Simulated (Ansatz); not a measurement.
# Work function of Sc(0001): what the settings cost and change, part 2 of 2

Aim: the numerical settings behind the work function of Sc(0001), with the cost of each.

Ansatz 0.2.0; plane-wave DFT, PBE, Ansatz PAW.

So far. Step 7 (Run): The work function is 3.651 eV, +0.005 eV from the run “cutoff 420 eV”, at 0.17 times its CPU time.

### 8. Slab

Input file input.yaml:

```yaml
crystal:
  lattice:
    - [3.31, 0.0, 0.0]
    - [1.655, 2.8665440865, 0.0]
    - [0.0, 0.0, 33.82842]
  atoms:
    - { symbol: Sc, position: [0.0, 0.0, 0.2660484882] }
    - { symbol: Sc, position: [0.6666666667, 0.6666666667, 0.3440323255] }
    - { symbol: Sc, position: [0.0, 0.0, 0.4220161627] }
    - { symbol: Sc, position: [0.6666666667, 0.6666666667, 0.5] }
    - { symbol: Sc, position: [0.0, 0.0, 0.5779838373] }
    - { symbol: Sc, position: [0.6666666667, 0.6666666667, 0.6559676745] }
    - { symbol: Sc, position: [0.0, 0.0, 0.7339515118] }
kpoints:
  mp_grid: { grid: [9, 9, 1] }
hamiltonian:
  xc: pbe
scf:
  occupations: { method: fermi_dirac, width: 0.1 }
  convergence: { dr2_threshold: 1.0e-09 }
efield:
  axis: 3
  dipole_correction: true
  ramp_position: 0.97
  ramp_width: 0.06
output:
  write_potential: true
  write_density: true
  volumetric_format: npy
```

Started as:

```bash
$ ansatz run input.yaml --threads 2 --pin off --max-ram 3072MiB --backend cpu --events-out ev --progress --plain --runs-dir out
```

Numbers of over 12 decimals in the logs are rounded to 6 here.

Output:

```text
[...]
Crystal: 7 atoms, lattice volume = 320.973 Å³
Basis set: ecut = 420 eV, 6413 PW (Γ)
Bands: 47, of which v1, the nominal top of the filled ones, is band 39 counted from 1 (38 counted from 0)
Symmetry: 6 space group operations
k-points: 12 of 81 (time reversal used)
[...]
k-point 0: bands = [... 35 lower, 3.5205, 3.5229, 3.8348, 3.9288, 4.1716, 4.5012, 4.7994, 4.7994, ... 12 higher]
  k-point 1: bands = [... 35 lower, 3.5242, 3.5347, 3.6633, 3.8173, 4.1021, 4.4551, 4.5469, 4.5733, ... 12 higher]
  k-point 2: bands = [... 35 lower, 3.2916, 3.3581, 3.4798, 3.6734, 3.9497, 4.0379, 4.0770, 4.1358, ... 12 higher]
  k-point 11: bands = [... 35 lower, 3.0244, 3.0366, 3.0403, 3.1020, 3.3554, 3.5016, 3.6172, 3.8022, ... 12 higher]
[key lines of the parts left out:]
SCF converged after 10 iterations
Free energy (F): -14949.388441 eV
Fermi energy:    3.427951 eV
Dipole field:    D = -0.000001 V/Å  (p = -0.000001 e·Å, saw-weighted, corrected)
Work function:   Φ+ = 3.6453 eV   Φ− = 3.6453 eV
```

Run time: 16 s. Hardware: 2 threads of Arm Neoverse V2, shared host; peak memory 0.63 GiB; 31 s of CPU time.

The work function is 3.645 eV, -0.001 eV from the run “cutoff 420 eV”, at 0.53 times its CPU time.

### 9. Run

input.yaml, as its differences from that of step 8:

```diff
@@ -14,3 +14,3 @@
 kpoints:
-  mp_grid: { grid: [9, 9, 1] }
+  mp_grid: { grid: [21, 21, 1] }
 hamiltonian:
```

Output:

```text
[...]
Crystal: 7 atoms, lattice volume = 320.973 Å³
Basis set: ecut = 420 eV, 6413 PW (Γ)
Bands: 47, of which v1, the nominal top of the filled ones, is band 39 counted from 1 (38 counted from 0)
Symmetry: 6 space group operations
k-points: 48 of 441 (time reversal used)
[...]
k-point 0: bands = [... 35 lower, 3.5196, 3.5221, 3.8339, 3.9277, 4.1705, 4.5001, 4.7980, 4.7980, ... 12 higher]
  k-point 1: bands = [... 35 lower, 3.5243, 3.5278, 3.7979, 3.9025, 4.1549, 4.4907, 4.7317, 4.7534, ... 12 higher]
  k-point 2: bands = [... 35 lower, 3.5276, 3.5356, 3.7020, 3.8399, 4.1162, 4.4659, 4.6002, 4.6273, ... 12 higher]
  k-point 47: bands = [... 35 lower, 3.0237, 3.0356, 3.0394, 3.1011, 3.3543, 3.5005, 3.6164, 3.8012, ... 12 higher]
[key lines of the parts left out:]
SCF converged after 10 iterations
Free energy (F): -14949.386600 eV
Fermi energy:    3.428116 eV
Dipole field:    D = 0.000001 V/Å  (p = 0.000001 e·Å, saw-weighted, corrected)
Work function:   Φ+ = 3.6467 eV   Φ− = 3.6467 eV
```

Run time: 62 s. Hardware: 2 threads; peak memory 1.1 GiB.

The work function is 3.647 eV, -0.000 eV from the run “cutoff 420 eV”, at 2.1 times its CPU time.

### 10. Run

input.yaml, as its differences from that of step 9:

```diff
@@ -14,3 +14,3 @@
 kpoints:
-  mp_grid: { grid: [21, 21, 1] }
+  mp_grid: { grid: [14, 14, 1] }
 hamiltonian:
@@ -18,3 +18,3 @@
 scf:
-  occupations: { method: fermi_dirac, width: 0.1 }
+  occupations: { method: gaussian, width: 0.05 }
   convergence: { dr2_threshold: 1.0e-09 }
```

Output:

```text
[...]
Crystal: 7 atoms, lattice volume = 320.973 Å³
Basis set: ecut = 420 eV, 6413 PW (Γ)
Bands: 47, of which v1, the nominal top of the filled ones, is band 39 counted from 1 (38 counted from 0)
Symmetry: 6 space group operations
k-points: 24 of 196 (time reversal used)
[...]
k-point 0: bands = [... 35 lower, 3.5370, 3.5393, 3.9005, 3.9925, 4.2326, 4.5610, 4.8330, 4.8330, ... 4 higher]
  k-point 1: bands = [... 35 lower, 3.5483, 3.5528, 3.8220, 3.9371, 4.1983, 4.5394, 4.7134, 4.7366, ... 4 higher]
  k-point 2: bands = [... 35 lower, 3.5332, 3.5441, 3.6461, 3.8274, 4.1262, 4.4463, 4.4643, 4.5176, ... 4 higher]
  k-point 23: bands = [... 35 lower, 3.0467, 3.0913, 3.2121, 3.2514, 3.4634, 3.5877, 3.7049, 3.8671, ... 4 higher]
[key lines of the parts left out:]
SCF converged after 12 iterations
Free energy (F): -14949.113539 eV
Fermi energy:    3.489273 eV
Dipole field:    D = 0.000002 V/Å  (p = 0.000003 e·Å, saw-weighted, corrected)
Work function:   Φ+ = 3.5023 eV   Φ− = 3.5023 eV
```

Elapsed: 23 s, on 2 threads; peak memory 0.71 GiB; 46 s of CPU time.

The work function is 3.502 eV, -0.144 eV from the run “cutoff 420 eV”, at 0.79 times its CPU time.

### 11. Slab

input.yaml, as its differences from that of step 10:

```diff
@@ -18,3 +18,3 @@
 scf:
-  occupations: { method: gaussian, width: 0.05 }
+  occupations: { method: methfessel_paxton, width: 0.2 }
   convergence: { dr2_threshold: 1.0e-09 }
```

Output:

```text
[...]
Crystal: 7 atoms, lattice volume = 320.973 Å³
Basis set: ecut = 420 eV, 6413 PW (Γ)
Bands: 47, of which v1, the nominal top of the filled ones, is band 39 counted from 1 (38 counted from 0)
Symmetry: 6 space group operations
k-points: 24 of 196 (time reversal used)
[...]
k-point 0: bands = [... 35 lower, 3.5199, 3.5221, 3.8686, 3.9604, 4.2008, 4.5304, 4.8034, 4.8034, ... 4 higher]
  k-point 1: bands = [... 35 lower, 3.5303, 3.5349, 3.7901, 3.9053, 4.1666, 4.5087, 4.6832, 4.7068, ... 4 higher]
  k-point 2: bands = [... 35 lower, 3.5113, 3.5217, 3.6158, 3.7975, 4.0953, 4.4162, 4.4342, 4.4875, ... 4 higher]
  k-point 23: bands = [... 35 lower, 3.0149, 3.0594, 3.1787, 3.2208, 3.4330, 3.5574, 3.6747, 3.8379, ... 4 higher]
[key lines of the parts left out:]
SCF converged after 11 iterations
Free energy (F): -14949.115840 eV
Fermi energy:    3.452604 eV
Dipole field:    D = -0.000002 V/Å  (p = -0.000004 e·Å, saw-weighted, corrected)
Work function:   Φ+ = 3.5832 eV   Φ− = 3.5831 eV
```

It took 24 s on 2 threads; peak memory 0.71 GiB.

The work function is 3.583 eV, -0.064 eV from the run “cutoff 420 eV”, at 0.80 times its CPU time.

### 12. Slab

input.yaml, as its differences from that of step 11:

```diff
@@ -18,3 +18,3 @@
 scf:
-  occupations: { method: methfessel_paxton, width: 0.2 }
+  occupations: { method: fermi_dirac, width: 0.3 }
   convergence: { dr2_threshold: 1.0e-09 }
```

Output:

```text
band count auto-derived: 58 (N_el = 77.0; filled up to band 39; 47 by the electrons, moments and atoms)
[...]
Crystal: 7 atoms, lattice volume = 320.973 Å³
Basis set: ecut = 420 eV, 6413 PW (Γ)
Bands: 58, of which v1, the nominal top of the filled ones, is band 39 counted from 1 (38 counted from 0)
Symmetry: 6 space group operations
[...]
k-point 0: bands = [... 35 lower, 3.5512, 3.5558, 3.7462, 3.8639, 4.1186, 4.4460, 4.7620, 4.8064, ... 34 higher]
  k-point 1: bands = [... 35 lower, 3.5489, 3.5578, 3.6718, 3.8172, 4.0901, 4.4313, 4.6622, 4.7022, ... 34 higher]
  k-point 2: bands = [... 35 lower, 3.4600, 3.4856, 3.5602, 3.7385, 4.0330, 4.3665, 4.4101, 4.4312, ... 34 higher]
  k-point 23: bands = [... 35 lower, 2.8981, 2.9561, 3.0542, 3.1298, 3.3211, 3.4636, 3.5997, 3.7876, ... 34 higher]
[key lines of the parts left out:]
SCF converged after 10 iterations
Free energy (F): -14951.128059 eV
Fermi energy:    3.369860 eV
Dipole field:    D = -0.000000 V/Å  (p = -0.000000 e·Å, saw-weighted, corrected)
Work function:   Φ+ = 3.8027 eV   Φ− = 3.8027 eV
```

Wall time 40 s (2 threads); peak memory 1 GiB; 79 s of CPU time.

The work function is 3.803 eV, +0.156 eV from the run “cutoff 420 eV”, at 1.3 times its CPU time.

### 13. Slab

input.yaml, as its differences from that of step 12:

```diff
@@ -18,3 +18,3 @@
 scf:
-  occupations: { method: fermi_dirac, width: 0.3 }
+  occupations: { method: cold, width: 0.1 }
   convergence: { dr2_threshold: 1.0e-09 }
```

Output:

```text
[...]
Crystal: 7 atoms, lattice volume = 320.973 Å³
Basis set: ecut = 420 eV, 6413 PW (Γ)
Bands: 47, of which v1, the nominal top of the filled ones, is band 39 counted from 1 (38 counted from 0)
Symmetry: 6 space group operations
k-points: 24 of 196 (time reversal used)
[...]
k-point 0: bands = [... 35 lower, 3.5352, 3.5375, 3.8932, 3.9866, 4.2268, 4.5554, 4.8307, 4.8307, ... 4 higher]
  k-point 1: bands = [... 35 lower, 3.5463, 3.5509, 3.8148, 3.9312, 4.1926, 4.5339, 4.7107, 4.7341, ... 4 higher]
  k-point 2: bands = [... 35 lower, 3.5303, 3.5410, 3.6396, 3.8220, 4.1207, 4.4426, 4.4616, 4.5124, ... 4 higher]
  k-point 23: bands = [... 35 lower, 3.0394, 3.0846, 3.2062, 3.2457, 3.4577, 3.5823, 3.6996, 3.8627, ... 4 higher]
[key lines of the parts left out:]
SCF converged after 12 iterations
Free energy (F): -14949.108252 eV
Fermi energy:    3.484904 eV
Dipole field:    D = -0.000000 V/Å  (p = -0.000001 e·Å, saw-weighted, corrected)
Work function:   Φ+ = 3.5153 eV   Φ− = 3.5153 eV
```

Wall time 24 s (2 threads); peak memory 0.71 GiB.

The work function is 3.515 eV, -0.131 eV from the run “cutoff 420 eV”, at 0.82 times its CPU time.

### 14. Comparing the runs

Times are for 2 threads of Arm Neoverse V2, shared host. The series side by side:

```
no.                            setting  work function, upper face (eV)   time  memory (GiB)
  1                      cutoff 200 eV                           3.713   14 s          0.43
  2                      cutoff 300 eV                           3.647   20 s          0.56
  3                      cutoff 420 eV                           3.647   30 s          0.79
  4                      cutoff 600 eV                           3.647   53 s           1.2
  5                           mesh 2x2                           3.920  1.9 s          0.46
  6                           mesh 5x5                           3.651  5.2 s          0.49
  7                           mesh 9x9                           3.645   16 s          0.63
  8                         mesh 21x21                           3.647   62 s           1.1
  9          Gaussian smearing 0.05 eV                           3.502   23 s          0.71
 10  methfessel_paxton smearing 0.2 eV                           3.583   24 s          0.71
 11        fermi_dirac smearing 0.3 eV                           3.803   40 s           1.0
 12               cold smearing 0.1 eV                           3.515   24 s          0.71
```

### 15. A changed input

An input spoilt on purpose, to show how the run answers: it repeats the earlier run “cutoff 200 eV” with scf.occupations from method: fermi_dirac, width: 0.1 to method: fixed, and scf.max_iter set to 80; its output block differs too.

input.yaml, as its differences from that of step 13:

```diff
@@ -18,4 +18,5 @@
 scf:
-  occupations: { method: cold, width: 0.1 }
+  occupations: { method: fixed }
   convergence: { dr2_threshold: 1.0e-09 }
+  max_iter: 80
 efield:
@@ -25,2 +26,4 @@
   ramp_width: 0.06
+basis:
+  ecutwfc: "200 eV"
 output:
```

Output:

```text
Error: inconsistent input (scf.occupations.method, magnetization): a σ = 0 step fill (method: fixed, or a smearing width below the step floor) cannot realise an odd electron count (77) without a locked total moment — the per-k integer fill puts the same N_el/2 bands in each spin channel; set magnetization.spin_polarized: true with magnetization.spin_locking.lock_magnetization: hard and an odd magnetization.initial_magnetization (the unpaired electron then fills one channel), or use a smearing method with a finite width, such as fermi_dirac
```

Run time: 0.04 s. Hardware: 2 threads; peak memory 0.07 GiB.

The input was rejected at the start.

The program's message: “Error: inconsistent input (scf.occupations.method, magnetization): a σ = 0 step fill (method: fixed, or a smearing width below the step floor) cannot realise an odd electron count (77) without a locke …”

The fault put into the input: fixed occupations, which need whole filled bands.

### 16. Summary of results

```json
{
  "work function, cutoff 420 eV": "3.647 eV",
  "work function, cutoff 600 eV": "3.647 eV",
  "work function, mesh 2x2": "3.920 eV",
  "work function, Gaussian smearing 0.05 eV": "3.502 eV"
}
```

In words: The run at the highest cutoff gives 3.65 eV, and the settings tried spread the value from 3.50 to 3.92 eV. Against 600 eV, a cutoff of 200 eV is off by +0.067 eV. Against 600 eV, a cutoff of 420 eV is off by -0.000 eV. Against the finest mesh, 21 points along a, the coarser ones are off by +0.27 (2), +0.00 (5) and -0.00 (9) eV. The smearing schemes and widths spread it over 0.30 eV. The ladder's slabs use the tabulated experimental lattice constant (two decimals; a low-temperature value for the alkali metals). In 1 run of the series (cutoff 200 eV) the program warns that electrons reach the sawtooth's ramp, which makes dipole and work function less sure.

[Logs are printed without paths, hosts, clocks, repeated set-up lines and the standing remarks that a program may print on its own settings, such as how far it seeks lower states.]

[Hosts, paths, dates, database ids (printed as entryN), source tags and the programs' standing remarks are cut or masked in the printed files.]

[Maps of the electrostatic potential energy from Ansatz leave out the sawtooth potential of an applied field or a dipole correction, so their vacuum need not be flat; planar profiles and work functions include it.]
